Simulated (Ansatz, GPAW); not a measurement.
# Work function of a 4-layer slab of Ca(110) at several levels, part 2 of 3

Aim: the work function of both faces of a 4-layer slab of Ca(110), and its spread over functionals and bases.

GPAW 26.7.0 and Ansatz 0.2.0; Ansatz plane waves; slab in vacuum with a dipole correction, relaxation (the session's first sound run).

So far, upper work function (eV): step 2 (relaxing the atoms) 2.77.

### Step 3. The slab's potential

The work function is the vacuum plateau of the electrostatic potential less the Fermi level; a dipole layer lets the two faces have plateaus of their own.

This step: GPAW, PAW setups; slab in vacuum (GPAW 26.7.0).

File run.py:

```python
import json
import numpy as np
from ase import Atoms
from gpaw import GPAW, PW

slab = Atoms(
    ['Ca', 'Ca', 'Ca', 'Ca'],
    positions=[
        [2.79000, 1.97283, 9.00000],
        [0.00000, 0.00000, 10.97283],
        [2.79000, 1.97283, 12.81087],
        [-0.00000, 0.00000, 14.72220]],
    cell=[[5.58, 0.0, 0.0], [0.0, 3.94566, 0.0], [0.0, 0.0, 23.91848]],
    pbc=[True, True, False])

slab.calc = GPAW(mode=PW(400), xc='PBE', kpts={'size': (6, 8, 1), 'gamma': True},
                 occupations={'name': 'fermi-dirac', 'width': 0.1}, nbands='160%',
                 convergence={'density': 1e-05}, maxiter=200,
                 poissonsolver={'dipolelayer': 'xy'},
                 symmetry={'tolerance': 1e-3}, txt='slab.txt')
result = {}
energy = slab.get_potential_energy()
fermi = slab.calc.get_fermi_level()
v = slab.calc.get_electrostatic_potential().mean((0, 1)) - fermi
n = slab.calc.get_pseudo_density().mean((0, 1))
L = slab.cell[2, 2]
z = np.arange(len(v)) * L / len(v)
low, high = slab.positions[:, 2].min(), slab.positions[:, 2].max()
below, above = np.interp([low - 6.8, high + 6.8], z, v)
slopes = [np.interp(x, z, np.gradient(v, z)) for x in (low - 6.8, high + 6.8)]
eps = np.array([[slab.calc.get_eigenvalues(k, s) for k in range(len(slab.calc.get_ibz_k_points()))]
                for s in range(slab.calc.get_number_of_spins())]) - fermi
top, bottom = eps[eps < 0].max(), eps[eps > 0].min()
dipole = slab.get_dipole_moment()[2]
print(f'energy {energy:.4f} eV, Fermi level {fermi:.4f} eV, dipole {dipole:.5f} e A')
print(f'potential 6.8 A off the faces, from the Fermi level: lower {below:.4f} eV, upper {above:.4f} eV')
print(f'slope of the potential there: lower {slopes[0]:.5f}, upper {slopes[1]:.5f} eV/A')
print(f'nearest levels on the mesh: {top:.4f} and {bottom:.4f} eV')
print('magnetic moment', round(slab.get_magnetic_moment(), 3))
result.update(energy=energy, fermi=fermi, dipole=dipole, below=below, above=above, slopes=slopes, edges=[top, bottom],
              z=z.tolist(), v=v.tolist(), n=n.tolist(), positions=slab.positions.tolist(),
              forces=slab.get_forces(apply_constraint=False).tolist(), moments=slab.get_magnetic_moments().tolist())
json.dump(result, open('result.json', 'w'))
```

On the command line:

```
$ OMP_NUM_THREADS=1 OPENBLAS_NUM_THREADS=1 python run.py
```

What it wrote:

```text
energy -6.6032 eV, Fermi level -0.7018 eV, dipole -0.00046 e A
potential 6.8 A off the faces, from the Fermi level: lower 2.7646 eV, upper 2.7686 eV
slope of the potential there: lower -0.00009, upper 0.00011 eV/A
nearest levels on the mesh: -0.0018 and 0.0120 eV
magnetic moment 0.0
```

Elapsed: 3.2 min, on 1 thread of Arm Neoverse V1, shared host; peak memory 0.35 GiB.

Numbers from this step:

| Item | Value |
| --- | --- |
| dipole along the normal | -4.63e-4 e·Å |
| levels nearest the Fermi level on the mesh | -0.001822, 0.01196 eV from the Fermi level |
| upper work function | 2.769 eV |
| lower work function | 2.765 eV |

The electrostatic potential energy of an electron (without an applied field's), less the Fermi level, planar mean oscillates, so the rows of the table below give means over windows of 1 Å about each position, cut where the curve ends. Its maxima inside the range that stand out by 2 % of the span (Å: eV): 10.0: -0.960, 11.9: -1.36, 13.8: -1.20. Its minima: 9.0: -6.46, 11.0: -6.24, 12.8: -6.27, 14.7: -6.51.

Electrostatic potential energy of an electron (without an applied field's), less the Fermi level, planar mean against z; means over each step:

| z (Å) | electrostatic potential energy of an electron (without an applied field's), less the Fermi level, planar mean (eV) |
| --- | --- |
| 0 | 2.77 |
| 1 | 2.76 |
| 2 | 2.76 |
| 3 | 2.76 |
| 4 | 2.76 |
| 5 | 2.75 |
| 6 | 2.68 |
| 7 | 2.28 |
| 8 | 0.205 |
| 9 | -4.99 |
| 10 | -1.64 |
| 11 | -4.83 |
| 12 | -2.22 |
| 13 | -4.59 |
| 14 | -2.43 |
| 15 | -4.22 |
| 16 | 1.17 |
| 17 | 2.47 |
| 18 | 2.72 |
| 19 | 2.76 |
| 20 | 2.77 |
| 21 | 2.77 |
| 22 | 2.77 |
| 23 | 2.77 |

Table of pseudo valence density, planar mean by z:

| z (Å) | pseudo valence density, planar mean (e/Å³) |
| --- | --- |
| 0.00 | 0 |
| 0.64 | 0 |
| 1.28 | 0 |
| 1.92 | 6.2e-7 |
| 2.56 | 2.1e-6 |
| 3.20 | 7.1e-6 |
| 3.84 | 2.4e-5 |
| 4.48 | 8.3e-5 |
| 5.13 | 2.7e-4 |
| 5.77 | 8.8e-4 |
| 6.41 | 0.00266 |
| 7.05 | 0.00725 |
| 7.69 | 0.0183 |
| 8.33 | 0.105 |
| 8.97 | 0.437 |
| 9.61 | 0.145 |
| 10.25 | 0.116 |
| 10.89 | 0.439 |
| 11.53 | 0.171 |
| 12.17 | 0.142 |
| 12.81 | 0.452 |
| 13.45 | 0.141 |
| 14.09 | 0.141 |
| 14.74 | 0.439 |
| 15.38 | 0.112 |
| 16.02 | 0.0189 |
| 16.66 | 0.00741 |
| 17.30 | 0.00273 |
| 17.94 | 9.0e-4 |
| 18.58 | 2.8e-4 |
| 19.22 | 8.4e-5 |
| 19.86 | 2.5e-5 |
| 20.50 | 7.2e-6 |
| 21.14 | 2.1e-6 |
| 21.78 | 6.4e-7 |
| 22.42 | 0 |
| 23.06 | 0 |
| 23.70 | 0 |

Force by atom:

| atom | x (eV/Å) | y (eV/Å) | z (eV/Å) | size |
| --- | --- | --- | --- | --- |
| Ca1 | 0.0000 | 0.0000 | 0.0647 | 0.0647 |
| Ca2 | 0.0000 | 0.0000 | -0.0749 | 0.0749 |
| Ca3 | 0.0000 | 0.0000 | 0.0050 | 0.0050 |
| Ca4 | 0.0000 | 0.0000 | 0.0060 | 0.0060 |

The potential is flat to 1.1e-4 eV/Å where it is read, so the vacuum is wide enough. The geometry is the other program's minimum; here the largest force on a free atom is 0.0060 eV/Å.

### Step 4. Self-consistent run: xc = "RPBE"

The same geometry under RPBE, to see how far the functional moves the levels against the vacuum.

Edit run.py of step 3 so:

```diff
@@ -15,3 +15,3 @@
 
-slab.calc = GPAW(mode=PW(400), xc='PBE', kpts={'size': (6, 8, 1), 'gamma': True},
+slab.calc = GPAW(mode=PW(400), xc='RPBE', kpts={'size': (6, 8, 1), 'gamma': True},
                  occupations={'name': 'fermi-dirac', 'width': 0.1}, nbands='160%',
```

What it wrote:

```text
energy -5.9762 eV, Fermi level -0.6187 eV, dipole -0.00041 e A
potential 6.8 A off the faces, from the Fermi level: lower 2.6911 eV, upper 2.6947 eV
slope of the potential there: lower -0.00011, upper 0.00013 eV/A
nearest levels on the mesh: -0.0549 and 0.0091 eV
magnetic moment 0.0
```

Elapsed: 3.2 min, on 1 thread; peak memory 0.35 GiB.

Numbers from this step:

```yaml
dipole_along_the_normal: -4.08e-4 e·Å
levels_nearest_the_fermi_level_on_the_mesh: -0.05489, 0.009146 eV from the Fermi level
upper_work_function: 2.695 eV
lower_work_function: 2.691 eV
```

The electrostatic potential energy of an electron (without an applied field's), less the Fermi level, planar mean oscillates, so the rows of the table below give means over windows of 1 Å about each position, cut where the curve ends. Its maxima inside the range that stand out by 2 % of the span (Å: eV): 10.0: -1.07, 11.9: -1.48, 13.8: -1.31. Its minima: 9.0: -6.54, 11.0: -6.34, 12.8: -6.37, 14.7: -6.59.

Electrostatic potential energy of an electron (without an applied field's), less the Fermi level, planar mean against z; means over each step:

| z (Å) | electrostatic potential energy of an electron (without an applied field's), less the Fermi level, planar mean (eV) |
| --- | --- |
| 0 | 2.69 |
| 1 | 2.69 |
| 2 | 2.69 |
| 3 | 2.69 |
| 4 | 2.69 |
| 5 | 2.68 |
| 6 | 2.60 |
| 7 | 2.19 |
| 8 | 0.124 |
| 9 | -5.08 |
| 10 | -1.75 |
| 11 | -4.93 |
| 12 | -2.33 |
| 13 | -4.69 |
| 14 | -2.54 |
| 15 | -4.30 |
| 16 | 1.09 |
| 17 | 2.39 |
| 18 | 2.64 |
| 19 | 2.69 |
| 20 | 2.69 |
| 21 | 2.69 |
| 22 | 2.69 |
| 23 | 2.69 |

The pseudo valence density, planar mean oscillates, so the rows of the table below give means over windows of 1.92 Å about each position, cut where the curve ends. Its maxima inside the range that stand out by 2 % of the span (Å: e/Å³): 9.0: 0.437, 10.9: 0.439, 12.8: 0.452, 14.7: 0.439. Its minima: 10.0: 0.0826, 12.0: 0.0986, 13.9: 0.0936.

The pseudo valence density, planar mean by z; means over each step:

z (Å), pseudo valence density, planar mean (e/Å³) and a bar:
```
     2.88      0.000 
     4.80      0.000 
     6.72      0.006 #
     8.64      0.208 ##########################
    10.56      0.234 #############################
    12.48      0.243 ##############################
    14.40      0.230 ############################
    16.32      0.024 ###
    18.24      0.001 
    20.16      0.000
```

Force by atom:

| atom | x (eV/Å) | y (eV/Å) | z (eV/Å) | size |
| --- | --- | --- | --- | --- |
| Ca1 | 0.000 | 0.000 | -0.034 | 0.034 |
| Ca2 | 0.000 | 0.000 | -0.113 | 0.113 |
| Ca3 | 0.000 | 0.000 | 0.039 | 0.039 |
| Ca4 | 0.000 | 0.000 | 0.109 | 0.109 |

The upper face's work function is 2.695 eV, against 2.769 eV in the first plane-wave PBE run at this geometry.

### Step 5. Self-consistent run: xc = "revPBE"

The same geometry under revPBE, to see how far the functional moves the levels against the vacuum.

Edit run.py of step 4 so:

```diff
@@ -15,3 +15,3 @@
 
-slab.calc = GPAW(mode=PW(400), xc='RPBE', kpts={'size': (6, 8, 1), 'gamma': True},
+slab.calc = GPAW(mode=PW(400), xc='revPBE', kpts={'size': (6, 8, 1), 'gamma': True},
                  occupations={'name': 'fermi-dirac', 'width': 0.1}, nbands='160%',
```

What it wrote:

```text
energy -6.0418 eV, Fermi level -0.6278 eV, dipole -0.00041 e A
potential 6.8 A off the faces, from the Fermi level: lower 2.6918 eV, upper 2.6954 eV
slope of the potential there: lower -0.00011, upper 0.00013 eV/A
nearest levels on the mesh: -0.0563 and 0.0084 eV
magnetic moment 0.0
```

Run time: 3.2 min. Hardware: 1 thread; peak memory 0.35 GiB.

This step gave:

- dipole along the normal: -4.10e-4 e·Å
- levels nearest the Fermi level on the mesh: -0.05630, 0.008387 eV from the Fermi level
- lower work function: 2.692 eV

The upper face's work function is 2.695 eV, against 2.769 eV in the first plane-wave PBE run at this geometry.

### Step 6. Self-consistent run: xc = "vdW-DF2"

The same geometry under vdW-DF2, to see how far the functional moves the levels against the vacuum (the van der Waals functionals take revPBE setups).

Edit run.py of step 5 so:

```diff
@@ -15,3 +15,3 @@
 
-slab.calc = GPAW(mode=PW(400), xc='revPBE', kpts={'size': (6, 8, 1), 'gamma': True},
+slab.calc = GPAW(mode=PW(400), xc='vdW-DF2', kpts={'size': (6, 8, 1), 'gamma': True},
                  occupations={'name': 'fermi-dirac', 'width': 0.1}, nbands='160%',
```

What it wrote:

```text
energy -150.7619 eV, Fermi level -0.8565 eV, dipole -0.00030 e A
potential 6.8 A off the faces, from the Fermi level: lower 2.9904 eV, upper 2.9931 eV
slope of the potential there: lower -0.00019, upper 0.00021 eV/A
nearest levels on the mesh: -0.0171 and 0.0185 eV
magnetic moment 0.0
```

Wall time 13 min (1 thread); peak memory 0.65 GiB.

Numbers from this step:

```yaml
dipole_along_the_normal: -3.02e-4 e·Å
levels_nearest_the_fermi_level_on_the_mesh: -0.01710, 0.01848 eV from the Fermi level
upper_work_function: 2.993 eV
lower_work_function: 2.990 eV
```

The upper face's work function is 2.993 eV, against 2.769 eV in the first plane-wave PBE run at this geometry.

### Step 7. Real-space grid: mode = "fd"

A real-space grid is a second complete basis, so it checks the plane-wave result.

Edit run.py of step 6 so:

```diff
@@ -3,3 +3,3 @@
 from ase import Atoms
-from gpaw import GPAW, PW
+from gpaw import GPAW
 
@@ -15,3 +15,3 @@
 
-slab.calc = GPAW(mode=PW(400), xc='vdW-DF2', kpts={'size': (6, 8, 1), 'gamma': True},
+slab.calc = GPAW(mode='fd', h=0.18, xc='PBE', kpts={'size': (6, 8, 1), 'gamma': True},
                  occupations={'name': 'fermi-dirac', 'width': 0.1}, nbands='160%',
```

What it wrote:

```text
energy -6.7621 eV, Fermi level -2.7666 eV, dipole -0.00048 e A
potential 6.8 A off the faces, from the Fermi level: lower 2.7646 eV, upper 2.7685 eV
slope of the potential there: lower -0.00008, upper 0.00008 eV/A
nearest levels on the mesh: -0.0018 and 0.0117 eV
magnetic moment 0.0
```

Wall time 26 min (1 thread); peak memory 1.5 GiB.

Numbers from this step:

* dipole along the normal: -4.80e-4 e·Å
* levels nearest the Fermi level on the mesh: -0.001792, 0.01166 eV from the Fermi level
* upper work function: 2.769 eV
* lower work function: 2.765 eV

The electrostatic potential energy of an electron (without an applied field's), less the Fermi level, planar mean oscillates, so the rows of the table below give means over windows of 1 Å about each position, cut where the curve ends. Its maxima inside the range that stand out by 2 % of the span (Å: eV): 10.0: -0.969, 11.9: -1.35, 13.8: -1.20. Its minima: 9.0: -6.46, 11.0: -6.24, 12.8: -6.24, 14.7: -6.49.

Table of electrostatic potential energy of an electron (without an applied field's), less the Fermi level, planar mean by z; means over each step:

| z (Å) | electrostatic potential energy of an electron (without an applied field's), less the Fermi level, planar mean (eV) |
| --- | --- |
| 0 | 2.76 |
| 1 | 2.76 |
| 2 | 2.76 |
| 3 | 2.76 |
| 4 | 2.76 |
| 5 | 2.75 |
| 6 | 2.68 |
| 7 | 2.28 |
| 8 | 0.215 |
| 9 | -5.00 |
| 10 | -1.63 |
| 11 | -4.85 |
| 12 | -2.20 |
| 13 | -4.60 |
| 14 | -2.42 |
| 15 | -4.23 |
| 16 | 1.17 |
| 17 | 2.47 |
| 18 | 2.72 |
| 19 | 2.76 |
| 20 | 2.77 |
| 21 | 2.77 |
| 22 | 2.77 |
| 23 | 2.77 |

The upper face's work function is 2.769 eV, against 2.769 eV in the first plane-wave PBE run at this geometry.

### Step 8. Atomic orbitals: mode = "lcao"

Atom-centred orbitals end a few angstrom from the surface, which tests how much the density's tail matters.

Edit run.py of step 7 so:

```diff
@@ -15,4 +15,4 @@
 
-slab.calc = GPAW(mode='fd', h=0.18, xc='PBE', kpts={'size': (6, 8, 1), 'gamma': True},
-                 occupations={'name': 'fermi-dirac', 'width': 0.1}, nbands='160%',
+slab.calc = GPAW(mode='lcao', basis='dzp', h=0.18, xc='PBE', kpts={'size': (6, 8, 1), 'gamma': True},
+                 occupations={'name': 'fermi-dirac', 'width': 0.1}, nbands='120%',
                  convergence={'density': 1e-05}, maxiter=200,
```

What it wrote:

```text
energy -5.8294 eV, Fermi level -2.7267 eV, dipole -0.00045 e A
potential 6.8 A off the faces, from the Fermi level: lower 2.7249 eV, upper 2.7286 eV
slope of the potential there: lower 0.00000, upper 0.00000 eV/A
nearest levels on the mesh: -0.0526 and 0.0025 eV
magnetic moment 0.0
```

Elapsed: 7.9 min, on 1 thread; peak memory 0.48 GiB.

This step gave:

- dipole along the normal: -4.54e-4 e·Å
- levels nearest the Fermi level on the mesh: -0.05264, 0.002502 eV from the Fermi level
- upper work function: 2.729 eV
- lower work function: 2.725 eV

Electrostatic potential energy of an electron (without an applied field's), less the Fermi level, planar mean against z:

| z (Å) | electrostatic potential energy of an electron (without an applied field's), less the Fermi level, planar mean (eV) |
| --- | --- |
| 0.0 | 2.73 |
| 0.5 | 2.72 |
| 1.0 | 2.72 |
| 1.5 | 2.72 |
| 2.0 | 2.72 |
| 2.5 | 2.72 |
| 3.0 | 2.72 |
| 3.5 | 2.72 |
| 4.0 | 2.72 |
| 4.5 | 2.72 |
| 5.0 | 2.72 |
| 5.5 | 2.71 |
| 6.0 | 2.67 |
| 6.5 | 2.57 |
| 7.0 | 2.32 |
| 7.5 | 1.74 |
| 8.0 | 0.504 |
| 8.5 | -2.61 |
| 9.0 | -6.47 |
| 9.5 | -3.05 |
| 10.0 | -1.000 |
| 10.5 | -2.99 |
| 11.0 | -6.22 |
| 11.5 | -2.76 |
| 12.0 | -1.49 |
| 12.5 | -4.59 |
| 13.0 | -5.52 |
| 13.5 | -1.72 |
| 14.0 | -1.77 |
| 14.5 | -5.61 |
| 15.0 | -4.85 |
| 15.5 | -0.493 |
| 16.0 | 1.32 |
| 16.5 | 2.12 |
| 17.0 | 2.49 |
| 17.5 | 2.64 |
| 18.0 | 2.70 |
| 18.5 | 2.72 |
| 19.0 | 2.73 |
| 19.5 | 2.73 |
| 20.0 | 2.73 |
| 20.5 | 2.73 |
| 21.0 | 2.73 |
| 21.5 | 2.73 |
| 22.0 | 2.73 |
| 22.5 | 2.73 |
| 23.0 | 2.73 |
| 23.5 | 2.73 |

The upper face's work function is 2.729 eV, against 2.769 eV in the first plane-wave PBE run at this geometry.

### Step 9. Cost and result by level

Times are for 1 thread of Arm Neoverse V1, shared host. The series side by side:

| no. | run | upper work function (eV) | lower work function (eV) | time | memory (GiB) |
| --- | --- | --- | --- | --- | --- |
| 1 | pw | 2.769 | 2.765 | 3.2 min | 0.35 |
| 2 | RPBE | 2.695 | 2.691 | 3.2 min | 0.35 |
| 3 | revPBE | 2.695 | 2.692 | 3.2 min | 0.35 |
| 4 | vdW DF2 | 2.993 | 2.990 | 13 min | 0.65 |
| 5 | fd | 2.769 | 2.765 | 26 min | 1.5 |
| 6 | lcao | 2.729 | 2.725 | 7.9 min | 0.48 |

[end of part 2 of 3]

[Logs are printed without paths, hosts, clocks, repeated set-up lines and the standing remarks that a program may print on its own settings, such as how far it seeks lower states.]

[Hosts, paths, dates, database ids (printed as entryN), source tags and the programs' standing remarks are cut or masked in the printed files.]
